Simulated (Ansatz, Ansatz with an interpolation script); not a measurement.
# G0W0 band structure of In2O3 (R-3c), part 3 of 3

Aim: the G0W0 bands of In2O3 (R-3c) along the symmetry lines, with the gap off the mesh.

Ansatz 0.2.0; LDA, Wannier functions and G0W0, plane waves, PAW. Known limits of the many-body steps: not at the basis limit; no spin-orbit coupling.

So far. Step 3 (Wannier functions (In:5s In:5p O:2p) on 8×8×8): Near the gap the model misses directly solved bands by 0.4 meV r.m.s. and by 3 meV at most in the window tested. This tests the starting bands, not the corrections carried with them. Step 4 (G0W0 at every point of the mesh: 4×4×4 mesh, 424 empty …): The gap on the mesh goes from 1.19 eV to 2.39 eV, a correction of +1.21 eV.

### 6. LDA+SOC bands, for comparison

Spin-orbit coupling can split or shift the edges; a non-collinear run measures by how much.

This step: DFT, LDA with spin-orbit coupling, plane waves, PAW; PAW set soft_1.

File input.yaml:

```yaml
crystal:
  lattice:
    - [2.7435, 1.58396046, 4.83666667]
    - [-2.7435, 1.58396046, 4.83666667]
    - [0.0, -3.16792093, 4.83666667]
  atoms:
    - { symbol: In, position: [0.35731, 0.35731, 0.35731] }
    - { symbol: In, position: [0.14269, 0.14269, 0.14269] }
    - { symbol: In, position: [0.64269, 0.64269, 0.64269] }
    - { symbol: In, position: [0.85731, 0.85731, 0.85731] }
    - { symbol: O, position: [0.548, 0.952, 0.25] }
    - { symbol: O, position: [0.25, 0.548, 0.952] }
    - { symbol: O, position: [0.952, 0.25, 0.548] }
    - { symbol: O, position: [0.452, 0.048, 0.75] }
    - { symbol: O, position: [0.75, 0.452, 0.048] }
    - { symbol: O, position: [0.048, 0.75, 0.452] }
kpoints:
  mp_grid: { grid: [4, 4, 4] }
  band_path:
    path:
      - [[0.0, 0.0, 0.0], [0.5, 0.5, 0.5], [0.76183349, 0.23816651, 0.5]]
      - [[0.5, -0.23816651, 0.23816651], [0.5, 0.0, 0.0], [0.0, 0.0, 0.0], [0.36908326, -0.36908326, 0.0]]
      - [[0.63091674, 0.0, 0.36908326], [0.5, 0.0, 0.5], [0.0, 0.0, 0.0]]
    npoints: 10
hamiltonian:
  xc: lda
  pseudopotentials: { kind: paw_fr, azcp: { folder: soft_1 }, xc_functional: pbe }
scf:
  occupations: { method: fermi_dirac, width: 0.02 }
  n_extra_bands: 14
magnetization:
  noncollinear: true
  spin_orbit: true
output:
  eigenvalues: true
```

On the command line:

```bash
$ ansatz run input.yaml --threads 3 --pin off --max-ram 92160MiB --backend cuda --events-out ev --progress --plain --runs-dir out --devices 1 --max-vram 13GiB
```

Numbers of over 12 decimals in the logs are rounded to 6 here.

The program printed:

```text
[...]
GPUs: using 1 of 1 available (devices: 1).
[...]
non-collinear run that drives no moment, with spin-orbit: no starting moment large enough to seed its density (crystal.atoms[].spin), no starting occupations that ask for one, no magnetisation constraint and no magnetic field, so the semilocal B_xc is pinned to zero
[...]
GPU FFT provider: cuFFT
GPU libraries: cuBLAS 13.8.2, cuFFT 12.4.0, cuSOLVER 12.3.4
Crystal: 10 atoms, lattice volume = 126.109 Å³
Basis set: ecut = 420 eV, 2453 PW (Γ)
Bands: 102, of which v1, the nominal top of the filled ones, is band 88 counted from 1 (87 counted from 0)
Symmetry: 12 space group operations + 12 with time reversal
[...]
k-points: 13 of 64
Projection manifold: j_resolved (fully-relativistic pseudo-atomic orbitals)
[...]
GPU buffer pool allocated for 64000 grid points (all kernels)
[...]
SCF iter   1: F=—  HF=-25169.889245 eV  |F-HF|=—  |Δ(HF+E_count)|=         —  Δρ=6.03e-2  dr2=3.02e0  dr2_m=0.00e0 (ungated)  ethr=3.10e-3  |M|=0.00e0 ∫|m|=0.00e0 μB  |m|>n=0.0e0 m-floor=0.0e0 τ_xc=0.0e0  β_m=0.30  ⟨swp⟩=6.1  Hψ=2836  notcnv=0  defer=18
[...]
spin=Noncollinear: Resta preconditioning applied to the charge; magnetization (m_x, m_y, m_z) channels mix plain (no charge-response kernel on spin).
SCF iter   2: F=—  HF=-25169.428077 eV  |F-HF|=—  |Δ(HF+E_count)|=   4.61e-1  Δρ=4.20e-2  dr2=1.52e0  dr2_m=0.00e0 (ungated)  ethr=3.10e-3  |M|=0.00e0 ∫|m|=0.00e0 μB  |m|>n=0.0e0 m-floor=0.0e0 τ_xc=0.0e0  β_m=0.65  ⟨swp⟩=2.0  Hψ=811  notcnv=0  defer=76
[...]
SCF iter   8: F=-25168.916622 eV  HF=-25168.916622 eV  |F-HF|=1.11e-8  |Δ(HF+E_count)|=   1.05e-7  Δρ=6.83e-6  dr2=7.74e-8  dr2_m=0.00e0 (ungated)  ethr=1.14e-10  |M|=0.00e0 ∫|m|=0.00e0 μB  |m|>n=0.0e0 m-floor=0.0e0 τ_xc=0.0e0  ⟨swp⟩=8.8  Hψ=2585  notcnv=0
SCF 1 converged in 8 iterations: F = -25168.916622 eV  dr2 = 7.74e-8
[...]
SCF converged after 8 iterations
Magnetization: |M| = 0.0000 μB,  M = (+0.0000, +0.0000, +0.0000) μB
Absolute magnetization: 0.0000 μB (∫|m|)
  site 0: m = (+0.0000, +0.0000, +0.0000) μB, |m| = 0.0000 μB  (R = 0.87 Å)
  site 1: m = (+0.0000, +0.0000, +0.0000) μB, |m| = 0.0000 μB  (R = 0.87 Å)
  site 2: m = (+0.0000, +0.0000, +0.0000) μB, |m| = 0.0000 μB  (R = 0.87 Å)
  site 3: m = (+0.0000, +0.0000, +0.0000) μB, |m| = 0.0000 μB  (R = 0.87 Å)
  site 4: m = (+0.0000, +0.0000, +0.0000) μB, |m| = 0.0000 μB  (R = 0.87 Å)
  site 5: m = (+0.0000, +0.0000, +0.0000) μB, |m| = 0.0000 μB  (R = 0.87 Å)
  site 6: m = (+0.0000, +0.0000, +0.0000) μB, |m| = 0.0000 μB  (R = 0.87 Å)
  site 7: m = (+0.0000, +0.0000, +0.0000) μB, |m| = 0.0000 μB  (R = 0.87 Å)
  site 8: m = (+0.0000, +0.0000, +0.0000) μB, |m| = 0.0000 μB  (R = 0.87 Å)
  site 9: m = (+0.0000, +0.0000, +0.0000) μB, |m| = 0.0000 μB  (R = 0.87 Å)
Free energy (F): -25168.916622 eV
[...]
Internal energy: -25168.916622 eV  (E = F + TS)
E sigma→0 (E₀):  -25168.916622 eV
Fermi energy:    9.246290 eV
[...]
--- Band table (eV; the first three rows and the last of 13) ---
  k-point 0: bands = [... 84 lower, 8.5814, 8.5814, 8.6003, 8.6003, 9.8167, 9.8167, 14.0399, 14.0399, ... 10 higher]
  k-point 1: bands = [... 84 lower, 8.4614, 8.4614, 8.6284, 8.6284, 11.4073, 11.4073, 14.4541, 14.4541, ... 10 higher]
  k-point 2: bands = [... 84 lower, 8.5706, 8.5706, 8.5706, 8.5706, 13.4935, 13.4935, 13.4935, 13.4935, ... 10 higher]
  k-point 12: bands = [... 84 lower, 8.4406, 8.4406, 8.4406, 8.4406, 12.9434, 12.9434, 12.9434, 12.9434, ... 10 higher]
```

Run time: 16 s. Hardware: 1 × NVIDIA H100 80GB HBM3 (shared by 6 runs) with 3 threads of AMD EPYC 7R13 (Zen 3), shared host; peak memory 1.5 GiB.

Numbers from this step:

```yaml
filled_bands: 88
gap: 1.179 eV
valence_top_at: k = (0.300, 0.000, 0.000)
conduction_bottom_at: Γ
least_direct_gap: 1.216 eV
```

The gap is that of LDA.

### 7. HSE06 bands, for comparison

This step: DFT, HSE06, plane waves, PAW; PAW set soft_1.

input.yaml, as its differences from that of step 6:

```diff
@@ -25,10 +25,7 @@
 hamiltonian:
-  xc: lda
-  pseudopotentials: { kind: paw_fr, azcp: { folder: soft_1 }, xc_functional: pbe }
+  xc: hse06
+  pseudopotentials: { kind: paw, azcp: { folder: soft_1 } }
 scf:
-  occupations: { method: fermi_dirac, width: 0.02 }
-  n_extra_bands: 14
-magnetization:
-  noncollinear: true
-  spin_orbit: true
+  occupations: { method: fixed }
+  n_extra_bands: 7
 output:
```

The program printed:

```text
[...]
GPUs: using 1 of 1 available (devices: 1).
[...]
davidson cushion auto → on  (no smearing: the cushion is to keep the highest requested band from converging to the state above it; pin scf.eigensolver.cushion to override)
[...]
GPU FFT provider: cuFFT
GPU libraries: cuBLAS 13.8.2, cuFFT 12.4.0, cuSOLVER 12.3.4
Crystal: 10 atoms, lattice volume = 126.109 Å³
Basis set: ecut = 420 eV, 2453 PW (Γ)
Bands: 51, of which v1, the nominal top of the filled ones, is band 44 counted from 1 (43 counted from 0)
Symmetry: 12 space group operations
[...]
k-points: 13 of 64
[...]
GPU buffer pool allocated for 64000 grid points (all kernels)
[...]
SCF iter   1: F=—  HF=-25797.531541 eV  |F-HF|=—  |Δ(HF+E_count)|=         —  Δρ=6.96e-2  dr2=4.31e0  ethr=1.00e-1  ⟨swp⟩=4.0  Hψ=2026  notcnv=0
[...]
SCF iter   6: F=-25796.642127 eV  HF=-25796.642163 eV  |F-HF|=3.59e-5  |Δ(HF+E_count)|=   1.40e-4  Δρ=2.07e-4  dr2=3.64e-5  ethr=2.02e-7  ⟨swp⟩=4.2  Hψ=2274  notcnv=0
SCF 1 stopped early in 6 iterations: F = -25796.642127 eV  dr2 = 3.64e-5
[...]
GPU FFT provider: cuFFT
GPU libraries: cuBLAS 13.8.2, cuFFT 12.4.0, cuSOLVER 12.3.4
[...]
GPU buffer pool allocated for 64000 grid points (all kernels)
[...]
SCF 2 stopped early in 5 iterations: F = -25811.284652 eV  dr2 = 3.41e-5
[...]
hybrid outer 1: dexx = +4.985e-2 eV, tail = 1.58e-4 eV
GPU FFT provider: cuFFT
GPU libraries: cuBLAS 13.8.2, cuFFT 12.4.0, cuSOLVER 12.3.4
GPU buffer pool allocated for 64000 grid points (all kernels)
[...]
Frozen-core exchange: fock
SCF iter   1: F=—  HF=-25811.283375 eV  |F-HF|=—  |Δ(HF+E_count)|=         —  Δρ=7.14e-5  dr2=5.32e-6  ethr=8.98e-7  ⟨swp⟩=3.1  Hψ=1493  notcnv=0
[...]
SCF iter   3: F=-25811.283380 eV  HF=-25811.283380 eV  |F-HF|=8.91e-9  |Δ(HF+E_count)|=   7.61e-9  Δρ=7.04e-6  dr2=4.88e-8  ethr=2.23e-10  ⟨swp⟩=2.1  Hψ=1470  notcnv=0
SCF 3 converged in 3 iterations: F = -25811.283380 eV  dr2 = 4.88e-8
hybrid outer 2: dexx = +2.833e-6 eV, tail = 1.31e-7 eV, Δε = 4.40e-3 eV (about 1.79e-4 eV left of the loop's levels)
[...]
hybrid SCF converged: 2 outer / 8 inner (+6 warm-up), last move |dexx| = 2.83e-6 eV, tail = 1.31e-7 eV
Stability not checked: this state was not tested for a lower state beside it, because the functional holds exact exchange (a hybrid, or Hartree-Fock), whose exchange loop this test does not read (fock_operator; see scf.lower_state_search)
Free energy (F): -25811.283380 eV
Frozen-core exchange: fock
[...]
Internal energy: -25811.283380 eV  (E = F + TS)
E sigma→0 (E₀):  -25811.283380 eV
Fermi energy:    7.895912 eV
[...]
--- Band table (eV; the first three rows and the last of 13) ---
  k-point 0: bands = [... 40 lower, 7.6265, 7.6265, 7.8959, 7.8959, 10.7182, 15.2200, 16.1003, 17.1803, ... 3 higher]
  k-point 1: bands = [... 40 lower, 7.4810, 7.5355, 7.7072, 7.8783, 12.2624, 15.7812, 15.8239, 16.5050, ... 3 higher]
  k-point 2: bands = [... 40 lower, 7.1585, 7.1585, 7.8225, 7.8225, 14.5889, 14.5889, 15.6358, 15.6358, ... 3 higher]
  k-point 12: bands = [... 40 lower, 7.7128, 7.7128, 7.7128, 7.7128, 13.9626, 13.9626, 17.1322, 17.1322, ... 3 higher]
```

The job ended after 2.9 min (1 × NVIDIA H100 80GB HBM3 (shared by 6 runs) with 3 threads; peak memory 1.5 GiB).

Numbers from this step:

| Quantity | Value |
| --- | --- |
| filled bands | 44 |
| gap | 2.821 eV |
| valence top at | k = (0.185, -0.185, 0.000) |
| conduction bottom at | Γ |
| least direct gap | 2.822 eV |

The gap stands +1.64 eV against LDA, and the valence top moves to (0.185, -0.185, 0.000).

Electronic bands along the path, in eV, zero at the top of the highest nominally filled band:

| point | band 41 | band 42 | band 43 | band 44 | band 45 | band 46 | band 47 | band 48 |
| --- | --- | --- | --- | --- | --- | --- | --- | --- |
| Γ | -0.27 | -0.27 | 0.00 | 0.00 | 2.82 | 7.32 | 8.20 | 9.28 |
| halfway | -0.23 | -0.23 | -0.06 | -0.06 | 4.15 | 7.15 | 8.46 | 9.38 |
| T | -0.18 | -0.18 | -0.18 | -0.18 | 6.07 | 6.07 | 9.23 | 9.23 |
| halfway | -0.56 | -0.56 | -0.21 | -0.21 | 6.65 | 6.65 | 8.78 | 8.78 |
| H2 | -0.37 | -0.37 | -0.15 | -0.15 | 7.40 | 7.40 | 7.74 | 7.74 |
| jump to H0 | -0.37 | -0.37 | -0.15 | -0.15 | 7.40 | 7.40 | 7.74 | 7.74 |
| halfway | -0.38 | -0.38 | -0.11 | -0.11 | 6.86 | 6.86 | 7.80 | 7.80 |
| L | -0.74 | -0.74 | -0.07 | -0.07 | 6.69 | 6.69 | 7.74 | 7.74 |
| halfway | -0.42 | -0.36 | -0.19 | -0.02 | 4.37 | 7.88 | 7.93 | 8.61 |
| Γ | -0.27 | -0.27 | 0.00 | 0.00 | 2.82 | 7.32 | 8.20 | 9.28 |
| halfway | -0.47 | -0.15 | -0.11 | 0.00 | 4.87 | 7.66 | 8.04 | 8.47 |
| S0 | -0.50 | -0.26 | -0.19 | -0.06 | 7.08 | 7.32 | 7.55 | 8.15 |
| jump to S2 | -0.50 | -0.26 | -0.19 | -0.06 | 7.08 | 7.32 | 7.55 | 8.15 |
| halfway | -0.58 | -0.27 | -0.11 | -0.04 | 7.00 | 7.31 | 8.17 | 8.33 |
| F | -0.60 | -0.30 | -0.06 | -0.04 | 6.98 | 7.31 | 8.43 | 8.48 |
| halfway | -0.44 | -0.28 | -0.28 | -0.03 | 4.69 | 7.94 | 7.96 | 8.84 |
| Γ | -0.27 | -0.27 | 0.00 | 0.00 | 2.82 | 7.32 | 8.20 | 9.28 |

### 8. Summary of results

```json
{
  "LDA gap": "1.18 eV",
  "G0W0 gap over the zone": "2.38 eV, indirect",
  "least direct G0W0 gap, in the model": "2.42 eV",
  "with the spin-orbit change": "2.38 eV",
  "GW settings": "4×4×4 mesh, 424 empty bands, screening to 130 eV, PAW set soft_1 files",
  "known limits": "not at the basis limit; no spin-orbit coupling"
}
```

In words: The Wannier model follows the LDA bands to under 1 meV r.m.s. near the gap. The G0W0 gap over the zone is 2.38 eV, indirect, from k = (0.318, 0.030, 0.037) to Γ; on the mesh alone it is 2.39 eV, and a rigid shift of the LDA bands would give 2.38 eV. The valence width in the model goes from 5.80 eV to 5.86 eV. At the band edge the lightest electron mass is 0.15 m_e at the start and 0.17 m_e in G0W0; the G0W0 masses rest on corrections from the 4×4×4 mesh alone and are rough. LDA+SOC gives a gap of 1.18 eV on the same path, a spin-orbit change of +0.003 eV that would bring the G0W0 gap to 2.38 eV. HSE06 gives a gap of 2.82 eV on the same path. Against experiment, by G0W0@LDA with the spin-orbit change: the gap of 2.38 eV lies −0.70 eV from the measured 3.08 eV (optical, 2024). An exciton line or allowed optical edge lies below the quasiparticle gap by the binding energy; a forbidden edge can push the onset above it. The calculation has static nuclei and no excitons; a measured gap holds zero-point and thermal motion, which mostly lowers it. Against the values above the computed gap that would widen the miss. An edge that is forbidden or weak in absorption could explain it, and so could too strong a screening: the start's gap is only 1.19 eV, and one shot does not repair that. Bands and cutoff are finite, so the gap is not at the basis limit. The miss can reach some tenths of an eV and take either sign; the mesh is an error of its own. Beside the filled d shell of In, one-shot G0W0 from a semilocal start often leaves the gap short. Above the frozen window of the model the interpolated levels need not meet the computed ones, even at points of the mesh.

[Paths, hosts, dates, memory and timing lines, banners, echoed tables and standing remarks are left out of the program output.]

[Logs are printed without paths, hosts, clocks, repeated set-up lines and the standing remarks that a program may print on its own settings, such as how far it seeks lower states.]

[Runs of the session that timed out or met a known fault of the program may be left out.]

[Hosts, paths, dates, database ids (printed as entryN), source tags and the programs' standing remarks are cut or masked in the printed files.]
